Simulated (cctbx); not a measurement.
# Diagnosing a refinement

Cell a = 4.0510 Å, b = 15.7140 Å, c = 10.8410 Å, α = 90.00°, β = 90.00°, γ = 90.00°; space group Cmcm (no. 63). The compound is CsDyAlW3.

The data are simulated with cctbx, not measured: Mo Kα, λ = 0.71073 Å, to d = 0.6 Å, 70 % of the full sphere, strongest reflection 40000 counts, noise from counting, a 1.5 % proportional error and a noise floor of 8 counts (s.d.); no absorption, and some extinction, which the refinements don't model.

An anisotropic refinement with weights 1/σ² prints:

```text
Rint 0.016, 972 unique reflections to 0.60 A
cycle     R1     wR2    GooF  max shift (A)
   1  0.0286  0.0707   4.832   0.00351
   2  0.0095  0.0228   1.559   0.00001
final R1 0.0095 wR2 0.0228 GooF 1.559  parameters 22  data/parameter 44.2
atom        x        y        z      Ueq    occ   su(xyz)  su(Uiso or U11)
W1     0.50000  0.43641  0.25000   0.0058  1.000  0.00001  0.0001
Ir1    0.00000  0.37630  0.94380   0.0061  1.000  0.00001  0.0000
Dy1    0.00000  0.00000  0.00000   0.0058  1.000  0.00000  0.0001
Cs1    0.00000  0.25809  0.25000   0.0090  1.000  0.00002  0.0001
Al1    0.50000  0.03619  0.25000   0.0149  1.000  0.00011  0.0006
difference map: max 1.09 min -2.21 rms 0.25
Q1    0.0000  0.0095  0.0341    8    1.10  0.40 A from Dy1
Q2    0.0000  0.0413  0.7500    4    1.08  0.35 A from W1
Q3    0.0000  0.2535  0.2100    8    0.89  0.44 A from Cs1
Q4    0.0000  0.1802  0.5556    8    0.87  2.52 A from Ir1
Q5    0.0000  0.2380  0.1539    8    0.85  1.09 A from Cs1
Q6    0.0000  0.3809  0.6452    8    0.84  0.97 A from Ir1
```

**Question.** Can this result stand? If not, what is the likely fault?

Mend it. The fault: wrong element: Ir1 is W. Against the right model at the same level, R1 goes from 0.0070 to 0.0095 and GooF from 1.03 to 1.56. Ir1 has 3 electrons too many and its U swells to shed them, as expected.

The compound is CsDyAlW3. The right model at the same level gives:

```text
Rint 0.016, 972 unique reflections to 0.60 A
cycle     R1     wR2    GooF  max shift (A)
   1  0.0214  0.0514   3.513   0.00478
   2  0.0070  0.0151   1.030   0.00001
final R1 0.0070 wR2 0.0151 GooF 1.030  parameters 22  data/parameter 44.2
atom        x        y        z      Ueq    occ   su(xyz)  su(Uiso or U11)
W1     0.50000  0.43641  0.25000   0.0062  1.000  0.00001  0.0000
W2     0.00000  0.37630  0.94380   0.0053  1.000  0.00001  0.0000
Dy1    0.00000  0.00000  0.00000   0.0063  1.000  0.00000  0.0000
Cs1    0.00000  0.25809  0.25000   0.0095  1.000  0.00001  0.0001
Al1    0.50000  0.03627  0.25000   0.0155  1.000  0.00007  0.0004
difference map: max 0.81 min -1.11 rms 0.18
Q1    0.0000  0.2474  0.1550    8    0.85  1.04 A from Cs1
Q2    0.0000  0.1244  0.1184    8    0.74  2.13 A from W2
Q3    0.0000  0.1764  0.5536    8    0.73  2.49 A from W2
Q4    0.0000  0.1902  0.6385    8    0.72  2.33 A from W1
Q5    0.0000  0.4518  0.6501    8    0.71  1.10 A from Al1
Q6    0.0000  0.3063  0.5625    8    0.68  1.10 A from W2
```

This is a model crystal, built by substitution and not relaxed, with assumed displacement parameters.

[Middle refinement cycles are left out of these outputs.]

[Logs are printed without paths, hosts, clocks, repeated set-up lines and the standing remarks that a program may print on its own settings, such as how far it seeks lower states.]
